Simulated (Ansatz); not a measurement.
# Random start for glassy GePd4 (110 atoms), the frame at 585 fs of a trajectory, stage 'melting at 2200 K' (instantaneous temperature 2427 K)

The starting structure: 110 atoms (22 Ge, 88 Pd) packed at random in a cube at 10.3 g/cm³ and pushed apart as soft spheres; a start for melting by ab initio MD, not an equilibrated structure. The starting density is a measured one.

This is the frame at 585 fs of a trajectory, stage 'melting at 2200 K' (instantaneous temperature 2427 K). Method: Kohn-Sham DFT, PBE, PAW (set soft_2), plane waves (Ansatz 0.2.0); cutoff 420 eV, Γ point, fermi-dirac smearing of 0.19 eV; density 10.3 g/cm³.

Cell vectors (Å):

```
12.091 0.000 0.000
0.000 12.091 0.000
0.000 0.000 12.091
```

Positions (Å):

```
1 Ge 7.817 10.755 5.833
2 Ge 9.587 4.935 9.609
3 Ge 7.560 5.907 4.065
4 Ge 1.872 6.877 5.038
5 Ge 1.721 10.276 2.435
6 Ge 6.483 7.030 10.792
7 Ge 6.406 9.269 1.220
8 Ge 7.355 1.599 0.815
9 Ge 7.290 3.113 7.932
10 Ge 5.838 5.582 1.023
11 Ge 1.027 10.345 10.435
12 Ge 12.000 0.126 5.233
13 Ge 9.880 1.513 8.287
14 Ge 9.821 9.780 10.668
15 Ge 9.363 9.021 1.491
16 Ge 2.850 0.271 3.267
17 Ge 1.919 7.552 9.961
18 Ge 5.396 2.902 0.087
19 Ge 3.634 3.250 9.990
20 Ge 4.416 7.017 7.050
21 Ge 6.301 2.346 5.449
22 Ge 5.400 9.024 5.082
23 Pd 11.553 8.144 11.403
24 Pd 0.529 4.275 5.995
25 Pd 7.605 8.509 5.726
26 Pd 6.502 7.754 3.060
27 Pd 10.755 6.950 1.536
28 Pd 9.712 0.818 5.049
29 Pd 9.334 6.564 7.787
30 Pd 4.170 7.011 4.237
31 Pd 9.667 10.433 3.398
32 Pd 9.937 0.332 11.802
33 Pd 1.923 5.281 8.656
34 Pd 1.970 8.977 0.250
35 Pd 6.520 7.411 7.955
36 Pd 4.193 9.451 2.445
37 Pd 0.327 0.379 10.603
38 Pd 11.443 11.801 8.443
39 Pd 9.320 4.859 2.382
40 Pd 11.556 4.287 8.349
41 Pd 9.209 9.182 8.427
42 Pd 9.513 3.721 6.940
43 Pd 11.651 8.846 8.827
44 Pd 7.839 0.904 7.197
45 Pd 1.784 7.863 2.863
46 Pd 3.644 3.808 1.703
47 Pd 6.159 12.015 11.275
48 Pd 11.781 9.101 3.634
49 Pd 7.062 0.755 3.511
50 Pd 7.283 4.208 11.930
51 Pd 2.978 5.390 6.285
52 Pd 11.803 4.556 1.991
53 Pd 8.495 11.570 9.328
54 Pd 1.288 6.354 0.913
55 Pd 8.179 3.698 4.814
56 Pd 2.250 4.687 3.687
57 Pd 9.920 5.028 12.053
58 Pd 6.699 9.819 8.114
59 Pd 11.650 10.230 1.024
60 Pd 1.058 2.246 4.266
61 Pd 4.910 4.373 4.485
62 Pd 8.043 1.791 10.546
63 Pd 6.604 3.839 2.688
64 Pd 9.179 7.515 3.391
65 Pd 4.549 9.778 6.942
66 Pd 6.860 9.372 10.836
67 Pd 11.764 6.195 9.902
68 Pd 4.868 0.951 7.288
69 Pd 1.840 7.983 7.506
70 Pd 3.893 2.240 5.328
71 Pd 0.040 1.917 7.419
72 Pd 7.190 5.002 9.429
73 Pd 4.441 11.770 4.701
74 Pd 4.704 1.908 2.883
75 Pd 12.067 6.484 6.804
76 Pd 4.577 5.902 9.229
77 Pd 3.056 4.851 11.745
78 Pd 8.026 11.414 1.316
79 Pd 9.713 5.815 5.393
80 Pd 7.793 6.408 1.187
81 Pd 5.288 11.578 1.513
82 Pd 3.588 1.345 11.885
83 Pd 1.355 2.688 10.180
84 Pd 5.613 2.007 9.287
85 Pd 2.585 0.306 9.504
86 Pd 4.684 8.516 9.326
87 Pd 5.024 3.761 7.280
88 Pd 3.940 10.712 11.616
89 Pd 0.644 10.006 6.173
90 Pd 9.285 2.070 2.291
91 Pd 7.214 5.543 6.385
92 Pd 4.219 7.782 11.750
93 Pd 2.370 0.335 6.099
94 Pd 2.436 2.843 7.603
95 Pd 10.994 2.614 0.694
96 Pd 3.787 6.369 1.776
97 Pd 10.635 3.293 3.975
98 Pd 10.747 2.069 10.160
99 Pd 11.771 6.071 4.188
100 Pd 2.115 11.796 0.875
101 Pd 11.532 0.306 2.986
102 Pd 5.149 11.311 9.231
103 Pd 10.075 10.886 6.779
104 Pd 0.144 4.385 11.522
105 Pd 6.818 10.379 3.618
106 Pd 2.387 10.081 8.666
107 Pd 8.687 7.449 10.080
108 Pd 2.586 9.627 4.640
109 Pd 1.270 2.608 1.060
110 Pd 10.673 8.343 5.732
```

Predict the forces.

Columns: atom, fx, fy, fz (forces in eV/Å).

```
1 0.423 2.291 0.276
2 0.053 -0.300 0.356
3 -0.698 -0.769 -0.189
4 -1.834 1.740 -0.495
5 -1.516 -2.072 1.508
6 -1.247 -0.641 -0.031
7 -0.063 0.807 -1.255
8 0.744 -0.245 0.720
9 0.561 0.685 0.068
10 -4.332 -0.620 0.368
11 -0.681 -1.346 1.612
12 0.823 -0.213 1.511
13 -1.854 -0.548 -3.075
14 -0.178 0.654 0.606
15 0.182 0.408 -0.784
16 -1.460 2.084 -0.868
17 0.534 -0.334 0.529
18 -1.569 -0.484 -0.065
19 0.157 0.430 -1.070
20 -0.154 0.861 -0.259
21 -0.054 -0.894 -0.454
22 -0.605 -0.613 -2.868
23 -0.162 1.009 0.844
24 0.477 -2.253 -1.241
25 1.503 -2.273 -0.185
26 -1.148 0.111 0.277
27 1.446 1.049 -0.605
28 -0.765 0.680 -0.504
29 0.507 0.005 -0.370
30 0.444 0.238 1.055
31 -1.255 0.934 0.866
32 -0.217 -1.597 0.848
33 0.228 0.111 1.274
34 -0.398 -0.167 -0.324
35 1.592 -1.785 0.684
36 -0.276 -1.293 -0.114
37 0.530 -0.155 3.551
38 1.498 -1.250 1.033
39 -0.993 -1.155 2.271
40 0.304 -1.354 0.805
41 -0.935 0.016 -1.637
42 -0.103 -1.267 0.909
43 1.389 0.367 -0.640
44 -0.693 -0.595 -1.171
45 0.360 -0.902 -0.566
46 0.535 -1.248 1.182
47 1.921 1.360 0.769
48 0.774 0.093 -0.586
49 0.514 1.982 0.564
50 1.821 -1.225 -0.704
51 0.861 -2.299 0.482
52 1.712 0.389 1.309
53 0.143 -0.304 0.883
54 -0.616 0.051 -0.993
55 -0.344 -1.917 -1.188
56 -0.632 0.241 0.092
57 -1.364 0.423 -1.862
58 2.927 1.840 -0.795
59 -0.522 0.583 0.042
60 0.597 -0.653 -0.171
61 0.337 1.532 0.280
62 -0.053 0.968 -0.285
63 0.787 -0.366 -1.558
64 0.252 1.415 1.496
65 -3.189 1.334 0.831
66 0.217 1.092 0.745
67 -0.151 1.624 -0.633
68 -0.687 -2.006 -1.571
69 1.615 -1.134 -0.982
70 -1.855 0.618 -0.528
71 0.394 -0.200 -1.357
72 -0.059 0.108 -0.538
73 2.897 -1.661 0.774
74 0.254 -1.404 -0.285
75 -1.129 0.862 1.397
76 -0.536 -1.250 0.808
77 -0.570 1.064 -3.253
78 0.473 -0.992 -0.200
79 -0.783 -0.231 0.022
80 3.094 3.327 -1.199
81 0.057 1.302 1.588
82 0.964 1.574 -0.737
83 0.484 0.127 -0.701
84 0.509 0.647 2.943
85 1.462 1.688 -0.543
86 -1.706 1.370 0.401
87 -0.003 0.974 0.473
88 0.000 -1.561 -1.663
89 -1.019 0.981 0.960
90 -2.176 -1.609 0.365
91 -1.032 -0.546 0.743
92 0.517 -0.284 0.067
93 -1.935 -0.634 0.974
94 0.785 -0.240 0.100
95 -1.613 -1.855 -1.097
96 -0.012 0.804 0.652
97 1.922 0.000 2.109
98 0.363 4.058 1.687
99 1.542 0.831 -2.172
100 -2.157 1.345 -0.310
101 0.005 0.418 -1.653
102 -2.031 0.213 -0.966
103 -0.952 -0.878 -2.778
104 1.783 0.455 -0.709
105 -0.148 -0.792 0.115
106 1.115 0.003 -1.165
107 0.825 -1.223 2.529
108 1.138 0.069 0.959
109 2.642 -0.987 0.669
110 -1.525 0.377 0.968
```

Only the Γ point is sampled, in a cell whose shortest periodic width is 12 Å.

The r.m.s. force component is 1.21 eV/Å; the longest force, 4.70 eV/Å, acts on Pd80. The energy lies 154.9 meV/atom below that of the first step of this run.

[Logs are printed without paths, hosts, clocks, repeated set-up lines and the standing remarks that a program may print on its own settings, such as how far it seeks lower states.]

[Hosts, paths, dates, database ids (printed as entryN), source tags and the programs' standing remarks are cut or masked in the printed files.]
